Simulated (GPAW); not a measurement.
# Collinear magnetic orders of 1 ML Ni on Ta(110), 1 substrate layers with GPAW, part 2 of 2

Wanted: the moments of 1 ML Ni on Ta(110), 1 substrate layers and the energy of each order that was tried.

GPAW 26.7.0; LDA; plane waves with GPAW's PAW setups, scalar-relativistic.

So far. Step 2 (Run 1 (ferro +)): After 20 cycles the seed has died away: no moment is left.

## Step 3: Order 2, typed as antiferro q=(0,1/2,0) +-

Reversing part of the moments tests the sign of the couplings between them.

This order needs a doubled cell of 4 atoms. Its mesh is chosen so that both cells sample the same points.

The input, order2.py:

```python
import json
import numpy as np
from ase import Atoms
from ase.parallel import paropen, parprint
from gpaw import GPAW

atoms = Atoms(['Ta', 'Ta', 'Ni', 'Ni'],
    cell=[[1.65128, -2.335263, 0.0],
         [3.30256, 4.670526, 0.0],
         [0.0, 0.0, 16.0982]],
    scaled_positions=[[0.0, 0.0, 0.434831],
         [0.0, 0.5, 0.434831],
         [0.5, 0.25, 0.565169],
         [0.5, 0.75, 0.565169]],
    pbc=True,
    magmoms=[0.0, 0.0, 1.0, -1.0])
atoms.calc = GPAW(mode={'name': 'pw', 'ecut': 550},
    xc='LDA',
    kpts={'size': (10, 5, 1), 'gamma': True},
    occupations={'name': 'fermi-dirac', 'width': 0.05},
    convergence={'density': 1e-05, 'energy': 1e-05},
    maxiter=200,
    symmetry={'tolerance': 1e-4},
    txt='order2.txt')
e = atoms.get_potential_energy(force_consistent=True)
res = {'free_energy': e, 'energy_sigma0': atoms.get_potential_energy(), 'fermi_energy': atoms.calc.get_fermi_level()}
res['moments'] = atoms.get_magnetic_moments().tolist()
res['total'] = atoms.get_magnetic_moment()
parprint('site moments (muB):', np.round(res['moments'], 3))
parprint(f"total moment: {res['total']:.3f} muB")
parprint(f'free energy: {e:.6f} eV')
atoms.calc.write('order2.gpw')
with paropen('results.json', 'w') as f:
    json.dump(res, f)
```

The run is started by

```
OMP_NUM_THREADS=1 mpirun -n 2 gpaw python order2.py > order2.log
```

The program printed:

```text
site moments (muB): [-0. -0. -0.  0.]
total moment: -0.000 muB
free energy: -32.548966 eV

--- order2.txt ---
Input parameters:
  mode=PW(ecut=550),
  convergence={'density': 1e-05, 'energy': 1e-05},
  kpts=MonkhorstPack(size=(10, 5, 1), gamma=True),
  maxiter=200,
  occupations=Occupations(name='fermi-dirac', width=0.05),
  symmetry=Symmetry(tolerance=0.0001),
  xc=XC(name='LDA')

Diagonalizing LCAO Hamiltonian
Converting LCAO to pw mode

                 Ni
           Ni
             Ta
       Ta

Atoms  # Å, Bohr magnetons
|   | symbol |        x |        y |        z |    initial magnetic moments |
|---|--------|----------|----------|----------|-----------------------------|
| 0 |     Ta | 0.000000 | 0.000000 | 6.999996 | ( 0.0000,  0.0000,  0.0000) |
| 1 |     Ta | 1.651280 | 2.335263 | 6.999996 | ( 0.0000,  0.0000,  0.0000) |
| 2 |     Ni | 1.651280 | 0.000000 | 9.098204 | ( 0.0000,  0.0000,  1.0000) |
| 3 |     Ni | 3.302560 | 2.335263 | 9.098204 | ( 0.0000,  0.0000, -1.0000) |

Unit cell  # Å
| periodic |        x |         y |         z |   lengths |     angles |
|----------|----------|-----------|-----------|-----------|------------|
|      yes | 1.651280 | -2.335263 |  0.000000 |  2.860101 |  90.000000 |
|      yes | 3.302560 |  4.670526 |  0.000000 |  5.720202 |  90.000000 |
|      yes | 0.000000 |  0.000000 | 16.098200 | 16.098200 | 109.471231 |

Number of symmetries: 1

BZ-sampling:
  Number of BZ points: 50
  Number of IBZ points: 26

  Monkhorst-Pack size: [10, 5, 1]
  Monkhorst-Pack shift: [0.05, 0.0, 0.0]

Plane wave coefficients: 7318
Cutoff: 550.0 eV

Spin-components: 2 (collinear spins)
Bands:           39
Projectors:      24
Spin-degeneracy: 1
Datatype:        complex128

Parallelization:
  kpt:    2
  domain: 1
  band:   1

Density:
  Valence electrons: 58.0
  Components: 2
  Grid points: [16 32 90]
  Charge: 0.0  # |e|

Potential:
  Grid points: [16 32 90]

[... setups left out ...]
Reference energy: -930445.830903  # eV

eigensolver:
  PPCG
  Converge bands: occupied
  niter=2

density mixing:
  MSR1-Mixer
  Pratt-step length: 0.05
  Maximum mixing coefficient: 0.75
  Old densities: 10
  SVD Regularization: 0.005
  Good broyden scale: 1.0
  Trust region scale: 1.0
  Backstep threshold: 4.0
  History deletion threshold: 6.0
  Fourier metric: weight=20.0, sigma=0.015

occupation numbers:
  Fermi-Dirac:
    width: 0.0500  # eV

poisson solver:
  ecut: 4400.0  # eV

xc functional:
  name: None

convergence criteria:
- Maximum integral of absolute [dens]ity change: 1e-05 electrons / valence electron
- Maximum [total energy] change in last 3 cyles: 1e-05 eV / valence electron
- Maximum integral of absolute [eigenst]ate change: 4e-08 eV^2 / valence electron
maximum number of iterations: 200

SCF iterations
|iter     |      energy | eigst |  dens |  magmom |
|---------|-------------|-------|-------|---------|
|iter:   1|       0s |  -37.174102 | +0.28 |       |  +0.0000|
|iter:   2|      16s |  -33.910948 | -0.72 | -0.88 |  -0.0000|
|iter:   3|      32s |  -33.125048 | -1.35 | -1.07 |  +0.0000|
|iter:   4|      48s |  -32.537822 | -1.03 | -1.17 |  -0.0000|
|iter:   5|      64s |  -32.473547 | -2.07 | -1.46 |  +0.0000|
|iter:   6|      80s |  -32.572001 | -1.59 | -1.53 |  -0.0000|
|iter:   7|      96s |  -32.581834 | -2.16 | -1.60 |  +0.0000|
|iter:   8|     113s |  -32.527110 | -2.38 | -1.57 |  -0.0000|
|iter:   9|     129s |  -32.558503 | -2.39 | -1.94 |  +0.0000|
|iter:  10|     145s |  -32.518861 | -2.57 | -1.93 |  -0.0000|
|iter:  11|     161s |  -32.519752 | -3.06 | -2.26 |  +0.0000|
|iter:  12|     177s |  -32.520976 | -3.87 | -2.44 |  -0.0000|
|iter:  13|     193s |  -32.521367 | -4.15 | -2.85 |  +0.0000|
|iter:  14|     209s |  -32.521508c| -5.03 | -3.48 |  -0.0000|
|iter:  15|     225s |  -32.521417c| -5.37 | -3.26 |  -0.0000|
|iter:  16|     242s |  -32.521436c| -5.97 | -3.72 |  -0.0000|
|iter:  17|     258s |  -32.521445c| -6.36 | -4.00 |  -0.0000|
|iter:  18|     274s |  -32.521446c| -6.87 | -4.54 |  -0.0000|
|iter:  19|     290s |  -32.521444c| -7.23 | -4.98 |  -0.0000|
|iter:  20|     304s |  -32.521446c| -7.44c| -5.07c|  -0.0000|

Converged in 20 steps
Energy contributions relative to reference atoms: (reference = -930445.830903)

Energy contributions:
  Kinetic:         -21.404629
  Coulomb:          17.742899
  Zero:             -0.311228
  External:          0.000000
  Xc:              -28.520969
  Entropy:          -0.055039
  Spinorbit:         0.000000
  ----------------------------
  Free energy:     -32.548966
  Extrapolated:    -32.521446

dipole moment: (-11.914983, -16.850331, 0.069546)  # |e|*Ang

Total magnetic moment: (0.000000, 0.000000, -0.000000)

Local magnetic moments
|        x |        y |         z |
|----------|----------|-----------|
| 0.000000 | 0.000000 | -0.000000 |  # Ta   0
| 0.000000 | 0.000000 | -0.000000 |  # Ta   1
| 0.000000 | 0.000000 | -0.000009 |  # Ni   2
| 0.000000 | 0.000000 |  0.000009 |  # Ni   3

Fermi level: -1.044
Eigenvalues  # (at kpt = [0.000, 0.000, 0.000])
| band index |      eig [eV] | occ [0-1] |      eig [eV] | occ [0-1] |
|------------|---------------|-----------|---------------|-----------|
|          0 |       -68.899 |     1.000 |       -68.899 |     1.000 |
|        ... |               |           |               |           |
|         23 |        -1.937 |     1.000 |        -1.937 |     1.000 |
|         24 |        -1.774 |     1.000 |        -1.774 |     1.000 |
|         25 |        -1.760 |     1.000 |        -1.760 |     1.000 |
|         26 |        -1.749 |     1.000 |        -1.749 |     1.000 |
|         27 |        -1.668 |     1.000 |        -1.668 |     1.000 |
|         28 |        -1.289 |     0.993 |        -1.289 |     0.993 |
|         29 |        -1.198 |     0.956 |        -1.198 |     0.956 |
|         30 |        -1.075 |     0.650 |        -1.075 |     0.650 |
|         31 |         0.153 |     0.000 |         0.153 |     0.000 |
|         32 |         0.285 |     0.000 |         0.285 |     0.000 |
|         33 |         1.986 |     0.000 |         1.986 |     0.000 |
|         34 |         2.033 |     0.000 |         2.033 |     0.000 |
|         35 |         2.236 |     0.000 |         2.236 |     0.000 |
|         36 |         2.290 |     0.000 |         2.290 |     0.000 |
|         37 |         2.761 |     0.000 |         2.761 |     0.000 |
|         38 |         2.910 |     0.000 |         2.910 |     0.000 |

No gap
No difference between direct/indirect transitions
```

The job ended after 5.5 min (2 MPI ranks of Arm Neoverse N1, shared host; peak memory 0.81 GiB).

The spin moment in the augmentation sphere vanishes on all atoms.

Numbers from this step:

| Item | Value |
| --- | --- |
| final state | non-magnetic |

It ends in the same state without moments as the first start; the 2.9e-6 meV between them is numerical noise.

## Step 4: Order 3, typed as no spin polarisation

Without spin polarisation no moment can form, so the difference from the other runs is what forming moments gains.

The input, nospin.py:

```python
import json
import numpy as np
from ase import Atoms
from ase.parallel import paropen, parprint
from gpaw import GPAW

atoms = Atoms(['Ta', 'Ni'],
    cell=[[1.65128, -2.335263, 0.0],
         [1.65128, 2.335263, 0.0],
         [0.0, 0.0, 16.0982]],
    scaled_positions=[[0.0, 0.0, 0.434831],
         [0.5, 0.5, 0.565169]],
    pbc=True)
atoms.calc = GPAW(mode={'name': 'pw', 'ecut': 550},
    xc='LDA',
    kpts={'size': (10, 10, 1), 'gamma': True},
    occupations={'name': 'fermi-dirac', 'width': 0.05},
    convergence={'density': 1e-05, 'energy': 1e-05},
    maxiter=200,
    symmetry={'tolerance': 1e-4},
    txt='nospin.txt')
e = atoms.get_potential_energy(force_consistent=True)
res = {'free_energy': e, 'energy_sigma0': atoms.get_potential_energy(), 'fermi_energy': atoms.calc.get_fermi_level()}
parprint(f'free energy: {e:.6f} eV')
atoms.calc.write('nospin.gpw')
with paropen('results.json', 'w') as f:
    json.dump(res, f)
```

The run is started by

```
OMP_NUM_THREADS=1 mpirun -n 2 gpaw python nospin.py > nospin.log
```

The program printed:

```text
free energy: -16.274483 eV

--- nospin.txt ---
Input parameters:
  mode=PW(ecut=550),
  convergence={'density': 1e-05, 'energy': 1e-05},
  kpts=MonkhorstPack(size=(10, 10, 1), gamma=True),
  maxiter=200,
  occupations=Occupations(name='fermi-dirac', width=0.05),
  symmetry=Symmetry(tolerance=0.0001),
  xc=XC(name='LDA')

Diagonalizing LCAO Hamiltonian
Converting LCAO to pw mode

           Ni

       Ta

[...]
|          0 |       -68.899 |     2.000 |
|        ... |               |           |
|          8 |        -4.918 |     2.000 |
|          9 |        -2.784 |     2.000 |
|         10 |        -2.237 |     2.000 |
|         11 |        -2.151 |     2.000 |
[...]
|         18 |         2.290 |     0.000 |
|         19 |         2.761 |     0.000 |
|         20 |         3.521 |     0.000 |
|         21 |         3.732 |     0.000 |

No gap
No difference between direct/indirect transitions

[key lines of the parts left out:]
Free energy:     -16.274483
Converged in 15 steps
dipole moment: (-11.914983, -0.000000, 0.034772)  # |e|*Ang
Fermi level: -1.044
```

It took 41 s on 2 MPI ranks; peak memory 0.42 GiB.

Read from the output:

```yaml
final_state: non-magnetic (no spin polarisation)
```

It ends in the same state without moments as the first start; the 2.0e-6 meV between them is numerical noise.

## Step 5: The states side by side

Energies are divided by the number of seeded atoms, so that cells of unlike size compare. Wavevectors q in the names are fractions of the reciprocal vectors of the first run's cell.

Orders:

```tsv
start	final state	typed order kept	energy over the lowest (meV a seeded atom)	largest site moment (μB)	net moment (μB a primitive cell)	mesh matched	CPU time (s)
ferro +	non-magnetic	no	0	0	7.75e-5	yes	195.5
antiferro q=(0,1/2,0) +-	non-magnetic	no	0	0	0	yes	658.1
no spin polarisation	non-magnetic	-	0	0	0	yes	81.03
```

## Step 6: Results

| Quantity | Value |
| --- | --- |
| lowest state found | non-magnetic (typed no spin polarisation) |
| largest site moment | 0 μB |

**Reading.** The lowest state carries no moment above 0.15 μB, and no start kept one. This is the lowest of 3 finished starts, no proof of the ground state.

[Long decimals in the printed logs are rounded to 6 places.]

[Logs and program files are shortened in this print: banners, set-up blocks, solver, clock and traceback lines can be left out without a mark of their own.]

[Logs are printed without paths, hosts, clocks, repeated set-up lines and the standing remarks that a program may print on its own settings, such as how far it seeks lower states.]

[Hosts, paths, dates, database ids (printed as entryN), source tags and the programs' standing remarks are cut or masked in the printed files.]

[Where the starting crystal was built by hand or by swapping elements, it need not be the compound's stable phase.]

[Where a cell is said to come from a database of computed structures, the database is the Materials Project.]

[Runs that the program refused, that were killed for memory or that had too few empty states are not shown or counted.]

[Lattice constants of own cells that a recipe calls measured were typed without a cited source.]
